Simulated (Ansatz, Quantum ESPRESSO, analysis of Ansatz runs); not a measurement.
# A hop of F in Li2SnF6 (P-31m), charge +1 (Quantum ESPRESSO)

How high is the barrier when F changes place in Li2SnF6 (P-31m)? The case: V_F hop (2.7 Å), charge +1, in a cell of 72 host atoms with 1 F taken out.

Main program and level: Quantum ESPRESSO 7.5; Quantum ESPRESSO plane-wave DFT, PBEsol, GBRV 1.5 PBEsol potentials; nudged elastic band between two relaxed defect structures at fixed charge in a uniform background.

### Step 1. Set-up

The cell holds 71 atoms: 16 Li, 8 Sn and 47 F. Cell: a = 9.926 Å, b = 9.926 Å, c = 9.129 Å, α = 90.0°, β = 90.0°, γ = 120.0°. It derives from Li2SnF6 (space group P-31m). Nearest the centre at fractional (0.418, 0.582, 0.750): F71 at 1.28 Å, Li28 at 1.65 Å, F14 at 2.33 Å, F66 at 2.37 Å, F33 at 2.47 Å, Li64 at 2.48 Å, F70 at 2.49 Å, Sn56 at 2.64 Å. The cell carries charge +1.

The cell's shortest repeat is 9.1 Å.

### Step 2. Relaxation of the start point, charge +1

The ends come first: from an unrelaxed start the top is counted from too high an energy, and the barrier comes out too low. Quantum ESPRESSO starts from the structure that Ansatz relaxed. The charge of +1 is set by the electron count, and a uniform background keeps the cell neutral.

File pw.in:

```
&CONTROL
  calculation = 'relax'
  prefix = 'pwscf'
  outdir = './tmp'
  pseudo_dir = './pseudo'
  tprnfor = .true.
  disk_io = 'low'
  nstep = 70
  forc_conv_thr = 0.00078
  etot_conv_thr = 0.0001
/
&SYSTEM
  ibrav = 0
  nat = 71
  ntyp = 3
  ecutwfc = 40
  ecutrho = 324
  nbnd = 248
  occupations = 'fixed'
  tot_charge = 1
  nosym = .true.
/
&ELECTRONS
  conv_thr = 7d-08
  electron_maxstep = 100
  mixing_beta = 0.5
/
&IONS
  ion_dynamics = 'bfgs'
/
ATOMIC_SPECIES
Li     6.9400 li_pbesol_v1.4.uspp.F.UPF
Sn   118.7100 sn_pbesol_v1.4.uspp.F.UPF
F     18.9984 f_pbesol_v1.4.uspp.F.UPF
CELL_PARAMETERS angstrom
   9.9260037714    0.0000000584    0.0000000000
  -4.9630019362    8.5961713948    0.0000000000
   0.0000000000    0.0000000000    9.1294055886
ATOMIC_POSITIONS crystal
Li     0.3308961199    0.1631021300    0.2473051200
Li     0.1634612398    0.3341182798    0.2480829600
Sn    -0.0026411200   -0.0019490900    0.0015930500
F      0.1623642399    0.1639706399    0.1249910600
F      0.3420131798    0.3426805299    0.3816370801
F      0.3380415700    0.0024792601    0.1296833400
F      0.1626974700    0.0018097400    0.3744707401
F      0.0015652098    0.3378214398    0.1259017500
F      0.0003052599    0.1628247899    0.3729167801
Li     0.3285632399    0.1645537400    0.7506953101
Li     0.1449161798    0.3155228598    0.7675196801
Sn    -0.0017908700   -0.0003305700    0.5003452201
F      0.1594832899    0.1659574699    0.6280260401
F      0.3348215398    0.3425059899    0.8639960701
F      0.3359767100    0.0023824101    0.6264064201
F      0.1601616100    0.0023584100    0.8721787201
F      0.0037890698    0.3389893498    0.6286661901
F     -0.0109472901    0.1581527599    0.8773130501
Li     0.3294248295    0.6660594197    0.2481397300
Li     0.1695955994    0.8346431796    0.2520818900
Sn     0.0019489697    0.5000985397   -0.0017144100
F      0.1639061496    0.6624166697    0.1258263700
F      0.3375416094    0.8372563696    0.3730091501
F      0.3363368297    0.5001016798    0.1269806300
F      0.1685889397    0.5000262097    0.3801248701
F      0.0032520794    0.8372146895    0.1259670100
F      0.0051517296    0.6640978996    0.3726285601
Li     0.3294472495    0.6845919497    0.7675795101
Li     0.1638052894    0.8369050296    0.7475747301
Sn     0.0006735997    0.5000467897    0.5003696401
F      0.1649253796    0.6611212897    0.6286075301
F      0.3310032794    0.8421099596    0.8772055401
F      0.1658711897    0.5000457597    0.8714583201
F     -0.0025899506    0.8364392595    0.6274494301
F      0.0013834396    0.6627085796    0.8714002801
Li     0.8349756999    0.1654441101    0.2519689700
Li     0.6728801198    0.3282114299    0.2379128300
Sn     0.4993550800    0.0021979601    0.0015472000
F      0.6661427999    0.1630093600    0.1259055800
F      0.8410584997    0.3359893600    0.3726601701
F      0.8356820400   -0.0022716198    0.1296628800
F      0.6609441500   -0.0017294599    0.3744470001
F      0.4966806198    0.3385127899    0.1269642900
F      0.5020163099    0.1673677200    0.3749190401
Li     0.8268888799    0.1633072001    0.7477274701
Li     0.6689901598    0.3327955299    0.7562046201
Sn     0.4986635400    0.0004918001    0.5003425701
F      0.6610878699    0.1638166800    0.6273738101
F      0.8387346297    0.3375278000    0.8713935601
F      0.8337330800   -0.0021531098    0.6264993401
F      0.6578719500   -0.0021452399    0.8721713401
F      0.4977538198    0.3434557399    0.6254084201
F      0.4993072099    0.1660473600    0.8755343601
Li     0.8446880095    0.6719039598    0.2378523600
Li     0.6678435994    0.8370399797    0.2470195600
Sn     0.4970641196    0.5000668798   -0.0027892000
F      0.6582792995    0.6617032997    0.1268813900
F      0.8346964994    0.8327319297    0.3749746701
F      0.8377891696    0.5001131799    0.1216547300
F      0.6884209896    0.5000765398    0.3572908301
F      0.4984546694    0.8362948096    0.1249654100
F      0.4993529895    0.6573853997    0.3815561001
Li     0.8364229395    0.6674969498    0.7564150501
Li     0.6641451094    0.8356430097    0.7507632701
Sn     0.5304932596    0.5000758598    0.4791077201
F      0.6542923295    0.6566999098    0.6254159501
F      0.8334184894    0.8342109497    0.8755898601
F      0.8339523496    0.5001395999    0.6230760501
F      0.6610706296    0.5001257098    0.8725936701
F      0.4936805294    0.8342984896    0.6281032501
F      0.4923425395    0.6576220897    0.8640068001
K_POINTS crystal
1
0.25 0.25 0.25 1.0
```

Launch:

```
$ OMP_NUM_THREADS=1 mpirun -n 16 pw.x -in pw.in > pw.out
```

The program printed:

```text
[shortened: banners, details of potentials and solvers, and blank lines are left out]
     one sub-group per band group will be used
     scalapack distributed-memory algorithm (size of sub-group:  2*  2 procs)
     bravais-lattice index     =            0
     lattice parameter (alat)  =      18.7574  a.u.
     unit-cell volume          =    5256.7655 (a.u.)^3
     number of atoms/cell      =           71
     number of atomic types    =            3
     number of electrons       =       488.00
     number of Kohn-Sham states=          248
     kinetic-energy cutoff     =      40.0000  Ry
     charge density cutoff     =     324.0000  Ry
     scf convergence threshold =      7.0E-08
     mixing beta               =       0.5000
     number of iterations used =            8  plain     mixing
     energy convergence thresh.=      1.0E-04
     force convergence thresh. =      7.8E-04
     Exchange-correlation= SLA  PW   PSX  PSC
     nstep                     =           70
     crystal axes: (cart. coord. in units of alat)
               a(1) = (   1.000000   0.000000   0.000000 )
               a(2) = (  -0.500000   0.866025   0.000000 )
               a(3) = (   0.000000   0.000000   0.919746 )
     PseudoPot. # 1 for Li read from file:
     li_pbesol_v1.4.uspp.F.UPF
     Pseudo is Ultrasoft, Zval =  3.0
     PseudoPot. # 2 for Sn read from file:
     sn_pbesol_v1.4.uspp.F.UPF
     Pseudo is Ultrasoft + core correction, Zval = 14.0
[...]
PseudoPot. # 3 for F  read from file:
     f_pbesol_v1.4.uspp.F.UPF
     Pseudo is Ultrasoft, Zval =  7.0
     atomic species   valence    mass     pseudopotential
     Li                3.00     6.94000     Li( 1.00)
     Sn               14.00   118.71000     Sn( 1.00)
     F                 7.00    18.99840     F ( 1.00)
     No symmetry found
     site n.     atom                  positions (alat units)
         1        Li     tau(   1) = (   0.2493451   0.1412506   0.2274580  )
         2        Li     tau(   2) = (  -0.0035979   0.2893549   0.2281734  )
         3        Sn     tau(   3) = (  -0.0016666  -0.0016880   0.0014652  )
         4        F      tau(   4) = (   0.0803789   0.1420027   0.1149601  )
         5        F      tau(   5) = (   0.1706729   0.2967700   0.3510093  )
         6        F      tau(   6) = (   0.3368019   0.0021471   0.1192758  )
         7        F      tau(   7) = (   0.1617926   0.0015673   0.3444181  )
         8        F      tau(   8) = (  -0.1673455   0.2925619   0.1157977  )
[...]
number of k points=     1
                       cart. coord. in units 2pi/alat
        k(    1) = (   0.2500000   0.4330127   0.2718141), wk =   2.0000000
     Dense  grid:   517563 G-vectors     FFT dimensions: ( 108, 108, 100)
     Smooth grid:   179625 G-vectors     FFT dimensions: (  75,  75,  72)
     starting charge     473.7867, renormalised to     488.0000
     Self-consistent Calculation
     iteration #  1     ecut=    40.00 Ry     beta= 0.50
     total energy              =   -3786.77674008 Ry
     estimated scf accuracy    <       5.76226875 Ry
     iteration #  2     ecut=    40.00 Ry     beta= 0.50
     total energy              =   -3788.42285567 Ry
     estimated scf accuracy    <       0.52167387 Ry
     iteration #  3     ecut=    40.00 Ry     beta= 0.50
     total energy              =   -3788.50519584 Ry
     estimated scf accuracy    <       0.05323382 Ry
[...]
estimated scf accuracy    <       0.00005818 Ry
     iteration #  8     ecut=    40.00 Ry     beta= 0.50
     total energy              =   -3788.51117341 Ry
     estimated scf accuracy    <       0.00000270 Ry
     iteration #  9     ecut=    40.00 Ry     beta= 0.50
     total energy              =   -3788.51117454 Ry
     estimated scf accuracy    <       0.00000067 Ry
     iteration # 10     ecut=    40.00 Ry     beta= 0.50
     End of self-consistent calculation
          k = 0.2500 0.4330 0.2718 ( 22479 PWs)   bands (ev):
   -38.4641 -38.4607 -38.3079 -38.3007 -38.2941 -38.2924 -38.2851 -38.2786
   -38.2738 -38.2709 -38.2293 -38.2211 -38.2104 -38.2101 -38.1524 -38.1523
   -19.9195 -19.7665 -19.3544 -19.0988 -19.0853 -19.0826 -19.0658 -19.0492
   -19.0136 -19.0085 -18.9991 -18.9787 -18.9663 -18.9592 -18.9450 -18.9336
   -18.9304 -18.9159 -18.9020 -18.7745 -18.7229 -18.7034 -18.6282 -18.5951
   -18.5614 -18.5104 -18.3141 -18.2868 -18.2667 -18.2358 -18.2311 -18.2063
   -18.1933 -18.1728 -18.1522 -18.1214 -18.1139 -18.0928 -18.0874 -18.0815
   -18.0644 -18.0567 -18.0500 -18.0285 -18.0176 -18.0135 -18.0069 -17.2871
[...]
highest occupied, lowest unoccupied level (ev):     1.7016    6.4282
!    total energy              =   -3788.51117467 Ry
     estimated scf accuracy    <       0.00000006 Ry
     The total energy is the sum of the following terms:
     one-electron contribution =   -1775.34204420 Ry
     hartree contribution      =    1156.53293672 Ry
     xc contribution           =    -829.20103454 Ry
     ewald contribution        =   -2340.50103266 Ry
     convergence has been achieved in  10 iterations
     Forces acting on atoms (cartesian axes, Ry/au):
     atom    1 type  1   force =    -0.00024527    0.00008607   -0.00013214
     atom    2 type  1   force =     0.00017459   -0.00043404    0.00019685
     atom    3 type  2   force =    -0.00011891   -0.00001242    0.00011470
     atom    4 type  3   force =     0.00041008    0.00090123    0.00092417
     atom    5 type  3   force =    -0.00118694   -0.00150586   -0.00115484
     atom    6 type  3   force =    -0.00100876    0.00007677    0.00088123
     atom    7 type  3   force =     0.00090978    0.00006140   -0.00070109
     atom    8 type  3   force =     0.00044641   -0.00068790    0.00086565
[...]
Total force =     0.009325     Total SCF correction =     0.000179
     BFGS Geometry Optimization
     Energy error            =      8.7E-05 Ry
     Gradient error          =      1.7E-03 Ry/Bohr
     number of scf cycles    =   1
     number of bfgs steps    =   0
     energy             new  =   -3788.5111746737 Ry
     new trust radius        =       0.0022698878 bohr
     new conv_thr            =       0.0000000700 Ry
ATOMIC_POSITIONS (crystal)
Li               0.3308856933        0.1631074283        0.2472974607
Li               0.1634571880        0.3340915603        0.2480943700
Sn              -0.0026478414       -0.0019498545        0.0015996986
F                0.1624138422        0.1640261195        0.1250446289
F                0.3419035514        0.3425878296        0.3815701409
F                0.3379901540        0.0024839862        0.1297344195
F                0.1627478621        0.0018135200        0.3744301020
F                0.0015678354        0.3377790927        0.1259519264
[...]
Self-consistent Calculation
     iteration #  1     ecut=    40.00 Ry     beta= 0.50
     total energy              =   -3788.51124142 Ry
     estimated scf accuracy    <       0.00001148 Ry
     iteration #  2     ecut=    40.00 Ry     beta= 0.50
     total energy              =   -3788.51124290 Ry
     estimated scf accuracy    <       0.00000066 Ry
     iteration #  3     ecut=    40.00 Ry     beta= 0.50
     total energy              =   -3788.51124303 Ry
     estimated scf accuracy    <       0.00000010 Ry
     iteration #  4     ecut=    40.00 Ry     beta= 0.50
[...]
k = 0.2500 0.4330 0.2718 ( 22479 PWs)   bands (ev):
   -38.4601 -38.4567 -38.3043 -38.2970 -38.2898 -38.2883 -38.2816 -38.2755
   -38.2710 -38.2677 -38.2274 -38.2192 -38.2063 -38.2061 -38.1498 -38.1497
   -19.9161 -19.7629 -19.3506 -19.0972 -19.0837 -19.0809 -19.0642 -19.0479
   -19.0119 -19.0066 -18.9974 -18.9767 -18.9642 -18.9570 -18.9430 -18.9315
   -18.9282 -18.9137 -18.8998 -18.7724 -18.7208 -18.7012 -18.6258 -18.5927
   -18.5590 -18.5080 -18.3134 -18.2858 -18.2662 -18.2347 -18.2302 -18.2052
   -18.1925 -18.1718 -18.1511 -18.1202 -18.1123 -18.0916 -18.0859 -18.0802
   -18.0630 -18.0553 -18.0487 -18.0272 -18.0161 -18.0120 -18.0056 -17.2937
[...]
highest occupied, lowest unoccupied level (ev):     1.7023    6.4145
!    total energy              =   -3788.51124305 Ry
     estimated scf accuracy    <       0.00000002 Ry
[...]
convergence has been achieved in   4 iterations
     Forces acting on atoms (cartesian axes, Ry/au):
     atom    1 type  1   force =    -0.00024232    0.00008641   -0.00010550
     atom    2 type  1   force =     0.00017194   -0.00040397    0.00020894
     atom    3 type  2   force =    -0.00001585   -0.00000121   -0.00000293
     atom    4 type  3   force =     0.00020465    0.00051912    0.00058274
     atom    5 type  3   force =    -0.00067245   -0.00086870   -0.00071620
     atom    6 type  3   force =    -0.00059444    0.00005827    0.00052475
     atom    7 type  3   force =     0.00058150    0.00004743   -0.00044768
     atom    8 type  3   force =     0.00025119   -0.00039490    0.00056599
[...]
Total force =     0.005346     Total SCF correction =     0.000123
[...]
number of scf cycles    =   2
     number of bfgs steps    =   1
     energy             old  =   -3788.5111746737 Ry
     energy             new  =   -3788.5112430451 Ry
     CASE: energy            _new < energy            _old
     new trust radius        =       0.0024968765 bohr
[...]
ATOMIC_POSITIONS (crystal)
Li               0.3308667702        0.1631172361        0.2472861249
Li               0.1634511321        0.3340456328        0.2481166751
Sn              -0.0026496945       -0.0019500187        0.0015996493
F                0.1624643030        0.1640859569        0.1251076803
F                0.3417863194        0.3424877013        0.3814926064
F                0.3379341918        0.0024906451        0.1297913066
F                0.1628084133        0.0018189368        0.3743816835
F                0.0015701693        0.3377335673        0.1260130942
[...]
Self-consistent Calculation
     iteration #  1     ecut=    40.00 Ry     beta= 0.50
     total energy              =   -3788.51127397 Ry
     estimated scf accuracy    <       0.00001360 Ry
     iteration #  2     ecut=    40.00 Ry     beta= 0.50
     total energy              =   -3788.51127579 Ry
     estimated scf accuracy    <       0.00000077 Ry
     iteration #  3     ecut=    40.00 Ry     beta= 0.50
     total energy              =   -3788.51127595 Ry
     estimated scf accuracy    <       0.00000013 Ry
     iteration #  4     ecut=    40.00 Ry     beta= 0.50
     total energy              =   -3788.51127597 Ry
     estimated scf accuracy    <       0.00000002 Ry
     iteration #  5     ecut=    40.00 Ry     beta= 0.50
     total energy              =   -3788.51127598 Ry
     estimated scf accuracy    <          4.1E-09 Ry
     iteration #  6     ecut=    40.00 Ry     beta= 0.50
     End of self-consistent calculation
          k = 0.2500 0.4330 0.2718 ( 22479 PWs)   bands (ev):
   -38.4576 -38.4541 -38.3011 -38.2937 -38.2864 -38.2848 -38.2778 -38.2719
   -38.2675 -38.2639 -38.2248 -38.2166 -38.2033 -38.2031 -38.1464 -38.1463
   -19.9134 -19.7583 -19.3465 -19.0954 -19.0818 -19.0791 -19.0624 -19.0467
   -19.0098 -19.0043 -18.9951 -18.9742 -18.9616 -18.9544 -18.9406 -18.9288
   -18.9254 -18.9110 -18.8971 -18.7701 -18.7184 -18.6988 -18.6232 -18.5900
   -18.5562 -18.5052 -18.3126 -18.2847 -18.2654 -18.2337 -18.2290 -18.2039
   -18.1914 -18.1707 -18.1498 -18.1188 -18.1104 -18.0902 -18.0841 -18.0787
   -18.0613 -18.0535 -18.0472 -18.0255 -18.0144 -18.0102 -18.0039 -17.2994
[...]
highest occupied, lowest unoccupied level (ev):     1.7031    6.4013
!    total energy              =   -3788.51127598 Ry
     estimated scf accuracy    <          6.7E-10 Ry
     The total energy is the sum of the following terms:
     one-electron contribution =   -1773.56071848 Ry
     hartree contribution      =    1155.63000664 Ry
     xc contribution           =    -829.17071955 Ry
     ewald contribution        =   -2341.40984459 Ry
     convergence has been achieved in   6 iterations
     Forces acting on atoms (cartesian axes, Ry/au):
     atom    1 type  1   force =    -0.00021765    0.00008579   -0.00007339
     atom    2 type  1   force =     0.00015929   -0.00034585    0.00020990
     atom    3 type  2   force =     0.00003326   -0.00002426    0.00006123
     atom    4 type  3   force =    -0.00002454    0.00009440    0.00018315
     atom    5 type  3   force =    -0.00012458   -0.00018983   -0.00024972
     atom    6 type  3   force =    -0.00009753    0.00003473    0.00009278
     atom    7 type  3   force =     0.00015190    0.00002810   -0.00010567
     atom    8 type  3   force =     0.00002298   -0.00002988    0.00017871
[...]
Total force =     0.001674     Total SCF correction =     0.000035
     Energy error            =      3.3E-05 Ry
     Gradient error          =      3.5E-04 Ry/Bohr
     bfgs converged in   3 scf cycles and   2 bfgs steps
     (criteria: energy <  1.0E-04 Ry, force <  7.8E-04 Ry/Bohr)
     End of BFGS Geometry Optimization
     Final energy             =   -3788.5112759778 Ry
Begin final coordinates
ATOMIC_POSITIONS (crystal)
Li               0.3308667702        0.1631172361        0.2472861249
Li               0.1634511321        0.3340456328        0.2481166751
Sn              -0.0026496945       -0.0019500187        0.0015996493
F                0.1624643030        0.1640859569        0.1251076803
F                0.3417863194        0.3424877013        0.3814926064
F                0.3379341918        0.0024906451        0.1297913066
F                0.1628084133        0.0018189368        0.3743816835
F                0.0015701693        0.3377335673        0.1260130942
[...]
End final coordinates
   JOB DONE.
```

Run time: 78 s. Hardware: 16 MPI ranks of Arm Neoverse V2, shared host; peak memory 2.6 GiB.

Hardly anything moved in the relaxation; the energy changed by under 0.2 meV an atom.

Neighbours of F71 at the end:

| atom | distance (Å) |
| --- | --- |
| Li28 | 1.972 |
| Sn56 | 2.002 |
| Li64 | 2.021 |
| F66 | 2.709 |
| F14 | 2.710 |
| F70 | 2.771 |
| F33 | 2.807 |
| F69 | 2.808 |
| F24 | 2.863 |

This step gave:

```yaml
highest_filled_level: 1.703 eV
lowest_empty_level: 6.401 eV
r_m_s_move_of_the_farther_half_of_the_atoms: 0.04733 Å
largest_move_from_the_ideal_geometry_of_this_structure_a_common_shift_of_the_far_atoms_taken_out: 0.3478 Å
```

The relaxation gained 0.001 eV and ended with a largest force component of 0.0089 eV/Å.

(Part 1 of 3 ends here.)

[Long decimals in the printed logs are rounded to 6 places.]

[Repeated set-up lines and some long k-point lines are left out of the logs, and relaxed atomic positions are cut to six decimals.]

[Logs are printed without paths, hosts, clocks, repeated set-up lines and the standing remarks that a program may print on its own settings, such as how far it seeks lower states.]

[Hosts, paths, dates, database ids (printed as entryN), source tags and the programs' standing remarks are cut or masked in the printed files.]
